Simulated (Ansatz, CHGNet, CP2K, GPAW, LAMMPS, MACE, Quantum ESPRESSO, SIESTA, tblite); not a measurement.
## Atom list for Aqueous Li+ and I-, 1.5 mol of salt per kg of water at 360 K (110 atoms)

36 H2O, 1 Li+, 1 I- placed at random, at 1.14 g/cm³; overlaps pushed apart, then 10 ps at 420 K with Joung-Cheatham ions (J. Phys. Chem. B 112, 9020 (2008)); SPC/E water (Berendsen, Grigera and Straatsma, J. Phys. Chem. 91, 6269 (1987)). Snapshot after 20 ps at 360 K and fixed volume.

Calculated values (Quantum ESPRESSO 7.5, Kohn-Sham DFT, PBE, SSSP efficiency 1.3.0 pseudopotentials, plane waves; sssp-1.3.0-efficiency; 60/480 Ry; levels smeared at 580 K; Γ point; density 1.14 g/cm³) for the geometry as built.

Extended XYZ; positions in Å, forces in eV/Å:

```xyz
110
Lattice="10.442 0.000 0.000 0.000 10.442 0.000 0.000 0.000 10.442" Properties=species:S:1:pos:R:3:forces:R:3 pbc="T T T"
O 4.429 0.328 0.520 -0.124 -0.268 0.286
H 4.018 0.346 1.432 0.147 0.194 -0.456
H 4.751 1.245 0.282 -0.334 -0.613 0.189
O 1.914 0.552 5.846 -0.315 -0.414 -0.154
H 2.652 0.253 6.452 -0.151 0.490 -0.177
H 1.675 1.500 6.055 0.438 -0.435 -0.043
O 5.085 1.650 5.281 -0.252 0.815 0.392
H 5.489 0.735 5.276 -0.534 0.270 0.235
H 4.401 1.709 6.008 1.124 -0.732 -0.608
O 7.566 7.558 6.061 -0.271 -0.586 -0.479
H 7.509 6.918 6.828 -0.115 0.570 -0.895
H 7.323 7.086 5.214 0.384 0.178 1.257
O 7.383 6.644 8.932 0.031 0.116 -0.142
H 7.329 7.583 9.270 0.207 -1.023 -0.248
H 8.341 6.363 8.880 -0.024 1.043 -0.069
O 1.446 0.597 9.543 -0.505 -0.505 -0.123
H 2.084 10.276 9.648 -0.486 0.187 -0.088
H 0.603 0.269 9.116 1.054 0.320 0.458
O 7.424 3.982 9.890 0.042 0.301 -0.756
H 7.829 3.320 9.260 -0.167 0.659 0.205
H 7.516 4.903 9.511 -0.428 -0.792 0.377
O 4.910 5.891 7.041 0.313 0.427 0.408
H 5.517 5.123 6.838 0.057 0.587 0.229
H 5.387 6.548 7.626 -0.194 -1.134 -0.754
O 0.734 1.627 1.639 0.141 0.100 0.088
H 1.433 1.337 2.293 -0.141 0.153 -0.872
H 0.922 1.216 0.746 0.179 -0.066 0.715
O 9.876 1.145 4.302 0.124 -0.300 0.331
H 9.272 1.325 5.078 0.986 -0.416 -0.582
H 0.250 0.662 4.620 -0.977 0.603 0.118
O 9.087 9.997 0.975 -0.337 0.032 -0.233
H 9.566 9.201 1.346 0.236 0.226 -0.620
H 8.914 9.858 0.000 0.484 -0.433 1.125
O 6.748 3.921 6.031 0.294 0.170 0.061
H 7.565 3.622 6.525 -1.012 -0.287 -0.364
H 6.216 3.121 5.753 0.569 -0.089 0.431
O 2.138 6.525 0.870 1.054 -0.331 0.242
H 1.529 5.744 0.736 0.326 -0.262 0.049
H 2.966 6.225 1.344 -0.959 0.170 -0.505
O 8.650 9.173 8.921 0.405 -0.265 -0.934
H 8.917 8.368 8.391 -0.067 1.160 0.487
H 8.868 10.001 8.404 -0.124 -0.634 -0.142
O 10.155 6.535 8.409 -0.525 -0.556 0.185
H 0.342 5.765 8.515 -0.091 1.223 -0.291
H 0.180 7.287 7.944 0.224 -0.745 0.192
O 0.423 4.376 0.833 -0.486 0.113 -0.491
H 9.968 4.426 0.393 1.086 -0.475 0.811
H 0.618 3.428 1.085 -0.550 0.267 -0.166
O 1.230 8.423 7.229 0.003 0.659 -0.297
H 1.887 8.667 7.943 -0.327 -0.043 -0.461
H 0.939 9.250 6.748 0.617 -0.435 0.642
O 5.156 2.722 0.234 0.396 0.580 0.177
H 5.380 2.554 1.194 -0.114 0.996 -0.193
H 5.752 3.439 10.315 0.290 -0.548 0.303
O 8.517 4.752 3.579 -0.288 -0.050 0.403
H 8.177 4.488 4.482 0.420 0.231 -0.983
H 9.513 4.667 3.560 -0.412 -0.088 0.638
O 3.180 2.640 8.858 -0.597 0.029 0.084
H 2.391 2.167 9.249 0.747 0.351 0.021
H 3.906 2.700 9.543 -0.767 -0.163 -0.153
O 5.064 3.181 2.900 -0.413 -0.173 0.550
H 5.346 3.092 3.855 -0.365 -0.080 -1.190
H 4.858 4.139 2.701 0.639 -0.065 0.348
O 5.855 9.660 9.110 0.486 -0.044 -0.288
H 6.696 10.198 9.065 -1.195 -0.768 0.125
H 5.280 10.002 9.854 0.556 0.261 0.420
O 3.208 1.017 2.898 0.007 -0.482 0.350
H 3.377 0.566 3.774 -0.136 1.067 -0.863
H 3.724 1.873 2.858 0.099 -0.384 0.651
O 2.976 8.590 9.504 0.451 -0.047 0.197
H 2.617 8.088 10.291 0.568 -0.125 -0.716
H 3.975 8.545 9.508 -1.336 -0.070 0.252
O 4.264 7.137 4.677 -0.564 -0.082 -0.451
H 3.355 6.927 4.317 0.356 0.378 0.796
H 4.430 6.596 5.501 -0.048 0.117 -0.200
O 7.323 0.402 2.978 -0.523 -0.266 0.104
H 6.685 0.115 2.264 0.765 0.150 1.329
H 7.015 0.051 3.862 -0.215 -0.018 -1.554
O 0.219 7.973 1.860 -0.542 0.317 0.764
H 0.931 7.453 1.390 -0.109 0.351 0.864
H 0.443 8.040 2.833 0.290 -0.247 -1.153
O 2.192 5.543 8.314 0.893 0.017 -0.170
H 2.579 6.254 7.726 -0.089 -1.175 0.962
H 2.930 5.079 8.804 -0.784 0.694 -0.937
O 5.183 5.816 2.433 -0.610 0.410 -0.409
H 4.772 6.508 3.027 1.015 -0.545 -0.095
H 6.026 6.176 2.035 -0.493 0.176 0.427
O 7.511 7.158 1.790 0.742 0.200 0.011
H 8.239 6.792 2.370 -0.634 0.543 -0.886
H 7.868 7.916 1.245 -0.154 -0.900 1.006
O 0.711 4.552 4.080 0.904 0.380 -0.904
H 0.993 4.098 4.926 0.293 -0.026 -0.388
H 1.375 4.354 3.359 -0.922 0.053 1.113
O 1.361 3.199 6.271 0.400 -0.076 0.401
H 1.954 3.340 7.064 -0.802 0.236 -0.485
H 0.427 3.021 6.581 0.602 0.061 0.407
O 8.221 2.726 1.738 -0.393 0.110 -0.520
H 7.540 2.899 1.027 1.187 0.196 1.162
H 8.202 3.470 2.406 -0.247 -0.137 -0.422
O 4.008 0.435 7.517 -0.712 -0.426 0.182
H 3.442 1.001 8.115 0.941 -0.152 -0.115
H 4.517 10.215 8.067 0.054 0.748 -0.337
O 5.811 9.485 4.777 -0.165 -0.003 0.705
H 6.399 8.982 5.410 -0.795 -0.065 -0.354
H 4.920 9.035 4.720 1.182 -0.240 0.264
O 1.578 7.490 4.296 -0.255 -0.260 0.560
H 1.737 7.879 5.203 -0.536 -0.651 -0.683
H 1.031 6.657 4.382 0.551 0.517 0.279
Li 9.187 1.087 2.334 -0.258 0.016 -0.115
I 9.141 1.869 7.672 -0.390 -0.027 0.146
```

The network of contacts between molecules at the start is that of the classical potential that made the cell, and needn't be the one that DFT or experiment would give. The functional has no dispersion term, which matters for the binding between molecules or layers. The density was typed from a rule of thumb and may lie off the real one at this temperature. Only the Γ point is sampled, in a cell whose shortest periodic width is 10 Å.

The r.m.s. force component is 0.539 eV/Å; the longest force, 1.67 eV/Å, acts on H98.

[Logs are printed without paths, hosts, clocks, repeated set-up lines and the standing remarks that a program may print on its own settings, such as how far it seeks lower states.]

[Hosts, paths, dates, database ids (printed as entryN), source tags and the programs' standing remarks are cut or masked in the printed files.]
